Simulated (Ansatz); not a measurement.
# Phonons of AlPt3C (Pm-3m) against volume, part 2 of 2

Does AlPt3C (Pm-3m) expand much on heating, by its phonons?

Ansatz 0.2.0; DFT PBEsol, scalar-relativistic, plane waves, PAW; PAW set soft_1.

So far, highest frequency on path, mesh or solved points (cm⁻¹): step 2 (response at finite wavevector) 684; step 4 (phonons at the other volume, volume ratio 0.97) 724.

### 5. Relaxing at another volume, volume ratio 1.03

The volume is scaled by 1.03 and held; symmetry leaves nothing to relax, so this is a single point. The modes can then be followed against volume.

Input file input.yaml:

```yaml
crystal:
  lattice:
    - [4.1736711869, 0.0, 0.0]
    - [0.0, 4.1736711869, 0.0]
    - [0.0, 0.0, 4.1736711869]
  atoms:
    - { symbol: Al, position: [0.0, 0.0, 0.0] }
    - { symbol: Pt, position: [0.0, 0.5, 0.5] }
    - { symbol: Pt, position: [0.5, 0.0, 0.5] }
    - { symbol: Pt, position: [0.5, 0.5, 0.0] }
    - { symbol: C, position: [0.5, 0.5, 0.5] }
kpoints:
  mp_grid: { grid: [8, 8, 8] }
hamiltonian:
  xc: pbesol
  pseudopotentials: { kind: paw, azcp: { folder: soft_1 }, xc_functional: pbe }
scf:
  occupations: { method: methfessel_paxton, width: 0.2 }
output:
  forces: true
  stress: true
  eigenvalues: true
```

On the command line:

```console
> ansatz run input.yaml --threads 4 --pin off --max-ram 10240MiB --backend cpu --events-out ev --progress --plain --runs-dir out
```

Output:

```text
[...]
Crystal: 5 atoms, lattice volume = 72.703 Å³
Basis set: ecut = 420 eV, 1365 PW (Γ), exchange–correlation on 60×60×60 points (8 copies of the dense FFT grid, shifted against one another)
Bands: 37, of which v1, the nominal top of the filled ones, is band 31 counted from 1 (30 counted from 0)
Symmetry: 48 space group operations
[...]
k-points: 35 of 512
[...]
k-point 0: bands = [... 27 lower, 16.6645, 16.6825, 16.6825, 16.6825, 18.7862, 18.7862, 18.7862, 20.1037, ... 2 higher]
  k-point 1: bands = [... 27 lower, 16.5331, 16.6828, 16.7762, 16.7762, 18.5225, 19.0326, 19.0326, 20.4564, ... 2 higher]
  k-point 2: bands = [... 27 lower, 16.1538, 16.6836, 17.0073, 17.0073, 18.5745, 19.7087, 19.7087, 20.5892, ... 2 higher]
  k-point 34: bands = [... 27 lower, 15.2494, 16.4811, 16.4811, 16.4811, 18.5725, 18.5725, 18.5725, 18.8656, ... 2 higher]
[key lines of the parts left out:]
SCF converged after 8 iterations
Free energy (F): -37926.406286 eV
Fermi energy:    17.580017 eV
P = ⅓ Tr σ = -6.3108 GPa (-63.108 kbar)
```

It took 1.1 s on 4 threads of Intel Xeon Platinum 8488C (Sapphire Rapids), shared host; peak memory 0.47 GiB.

Numbers from this step:

- pressure: -6.311 GPa
- volume per atom: 14.54 Å³

The run ends at a pressure of -6.31 GPa.

### 6. Phonons at the other volume, volume ratio 1.03

The phonons are repeated at this volume on the same meshes, so that differences come from the volume alone.

input.yaml, as its differences from that of step 5:

```diff
@@ -19,4 +19,11 @@
 output:
-  forces: true
-  stress: true
   eigenvalues: true
+phonons:
+  method: dfpt
+  qmesh: [4, 4, 4]
+  temperatures: { t_max: 1000, t_step: 50 }
+  qpath:
+    path:
+      - [[0.0, 0.0, 0.0], [0.0, 0.5, 0.0], [0.5, 0.5, 0.0], [0.0, 0.0, 0.0], [0.5, 0.5, 0.5], [0.0, 0.5, 0.0]]
+      - [[0.5, 0.5, 0.5], [0.5, 0.5, 0.0]]
+    npoints: 10
```

Output:

```text
[...]
Crystal: 5 atoms, lattice volume = 72.703 Å³
Basis set: ecut = 420 eV, 1365 PW (Γ), exchange–correlation on 60×60×60 points (8 copies of the dense FFT grid, shifted against one another)
Bands: 37, of which v1, the nominal top of the filled ones, is band 31 counted from 1 (30 counted from 0)
Symmetry: 48 space group operations
k-points: 35 of 512
[...]
k-point 34: bands = [... 27 lower, 15.2494, 16.4811, 16.4811, 16.4811, 18.5725, 18.5725, 18.5725, 18.8656, ... 2 higher]
[...]
ASR residual: 3.983e-5 → 0.000e0 eV/Å²; symmetrization residual: 3.461e-6 eV/Å²
  ASR residual per site (eV/Å²): 3.63e-6 3.98e-5 3.98e-5 3.98e-5 2.07e-5
[...]
--- Phonons (arbitrary-q DFPT): 10 irreducible q on the 4×4×4 mesh ---
[...]
interpolated dispersion: 62 rows × 15 modes
[...]
[key lines of the parts left out:]
SCF converged after 10 iterations
Free energy (F): -37926.406286 eV
Fermi energy:    17.580017 eV
```

Wall time 14 min (4 threads); peak memory 3.1 GiB.

This step gave:

- sum-rule residual before enforcement: 3.98e-5 eV/Å²
- lowest frequency on the path: -119.5 cm⁻¹
- highest frequency on path, mesh or solved points: 645.4 cm⁻¹
- highest optical mode at the zone centre (no LO-TO term): 392.0 cm⁻¹
- lowest optical zone-centre mode: -93.18 cm⁻¹
- lowest mode on the q mesh (acoustic modes at Γ apart): -119.5 cm⁻¹

Frequencies (cm⁻¹) solved at each irreducible wavevector; negative means imaginary. Frequencies by wavevector, by row:

```tsv
q in reciprocal lattice units	star	mode 1	mode 2	mode 3	mode 4	mode 13	mode 14	mode 15
0 0 0	1	-93.2	-93.2	-93.2	-88.2	392	392	392
0 0 0.25	6	-93.8	-93.8	-93.4	-75.6	383.1	383.1	538.7
0 0 -0.5	3	-95.4	-95.4	-95.2	-70.9	366.2	366.2	645.4
0 0.25 0.25	12	-105.2	-100.1	-91.8	-80.1	373.3	527	544
0 0.25 -0.5	12	-105.6	-105.6	-102.2	-88.9	369.5	531.5	641.9
0 -0.5 -0.5	3	-119.5	-119.5	-109.4	-109.4	378.2	643.8	643.8
0.25 0.25 0.25	8	-110.6	-98.3	-93.6	-93.6	521	543	543
0.25 0.25 -0.5	12	-101.9	-101.2	-101.1	-98.6	532.3	543.2	639.6
0.25 -0.5 -0.5	6	-102.4	-102.4	-95.1	-95.1	540.3	638.1	638.1
-0.5 -0.5 -0.5	1	-84.1	-84.1	-84.1	-64.2	635.4	635.4	635.4
```

The highest optical mode at the zone centre (no LO-TO term) is 392.0 cm⁻¹, -45.2 cm⁻¹ against the base run.

### 7. Grüneisen parameters

The Grüneisen parameter of a mode is minus the logarithmic change of its frequency with volume, −d ln ω / d ln V; weighted by heat capacity it gives the expansion.

Numbers from this step:

```yaml
bulk_modulus: 230.5 GPa
```

Phonon branches along the path, in cm⁻¹:

```tsv
point	branch 1	branch 2	branch 3	branch 4	branch 12	branch 13	branch 14	branch 15
Γ	-94	-94	-94	-71	75	437	437	437
halfway	-95	-92	-92	-68	128	428	428	578
X	-97	-95	-95	-70	172	411	411	684
halfway	-108	-107	-103	-89	173	415	570	680
M	-122	-122	-111	-111	188	424	681	681
halfway	-108	-98	-93	-79	151	419	566	583
Γ	-94	-94	-94	-71	75	437	437	437
halfway	-114	-98	-95	-95	172	560	582	582
R	-78	-78	-78	-68	224	674	674	674
halfway	-104	-102	-101	-100	190	572	582	677
X	-97	-95	-95	-70	172	411	411	684
jump to R	-78	-78	-78	-68	224	674	674	674
halfway	-103	-103	-96	-96	207	580	676	676
M	-122	-122	-111	-111	188	424	681	681
```

The same for volume x 0.97:

```tsv
point	branch 1	branch 2	branch 3	branch 4	branch 12	branch 13	branch 14	branch 15
Γ	-95	-95	-95	-57	96	483	483	483
X	-98	-95	-95	-69	190	456	456	724
M	-124	-124	-114	-114	203	470	720	720
Γ	-95	-95	-95	-57	96	483	483	483
R	-75	-75	-75	-71	240	714	714	714
X	-98	-95	-95	-69	190	456	456	724
R	-75	-75	-75	-71	240	714	714	714
M	-124	-124	-114	-114	203	470	720	720
```

The same for volume x 1.03:

```tsv
point	branch 1	branch 2	branch 3	branch 4	branch 12	branch 13	branch 14	branch 15
Γ	-93	-93	-93	-88	62	392	392	392
X	-95	-95	-95	-71	154	366	366	645
M	-120	-120	-109	-109	174	378	644	644
Γ	-93	-93	-93	-88	62	392	392	392
R	-84	-84	-84	-64	209	635	635	635
X	-95	-95	-95	-71	154	366	366	645
R	-84	-84	-84	-64	209	635	635	635
M	-120	-120	-109	-109	174	378	644	644
```

### 8. Outcome

| Property | Result |
| --- | --- |
| bulk modulus | 230 GPa |

No expansion is given, because modes are imaginary at one volume or more. The highest optical mode at Γ goes from 483 to 392 cm⁻¹ as the cell grows, a Grüneisen parameter of 3.47. Branches are matched by rank, so values near crossings are rough. With no gap, or one that is small against the smearing, the frequencies hang on the k mesh and the smearing, most of all near Kohn anomalies. The phonon runs are without spin polarisation, although the cell has an odd electron count. Spin-orbit coupling is left out, which can matter for the heavy elements here. The PAW files were made for PBE and serve the other functionals too.

[Long decimals in the printed logs are rounded to 6 places.]

[Logs are printed without paths, hosts, clocks, repeated set-up lines and the standing remarks that a program may print on its own settings, such as how far it seeks lower states.]

[Hosts, paths, dates, database ids (printed as entryN), source tags and the programs' standing remarks are cut or masked in the printed files.]

[Where the starting crystal was built by hand or by swapping elements, it need not be the compound's stable phase.]
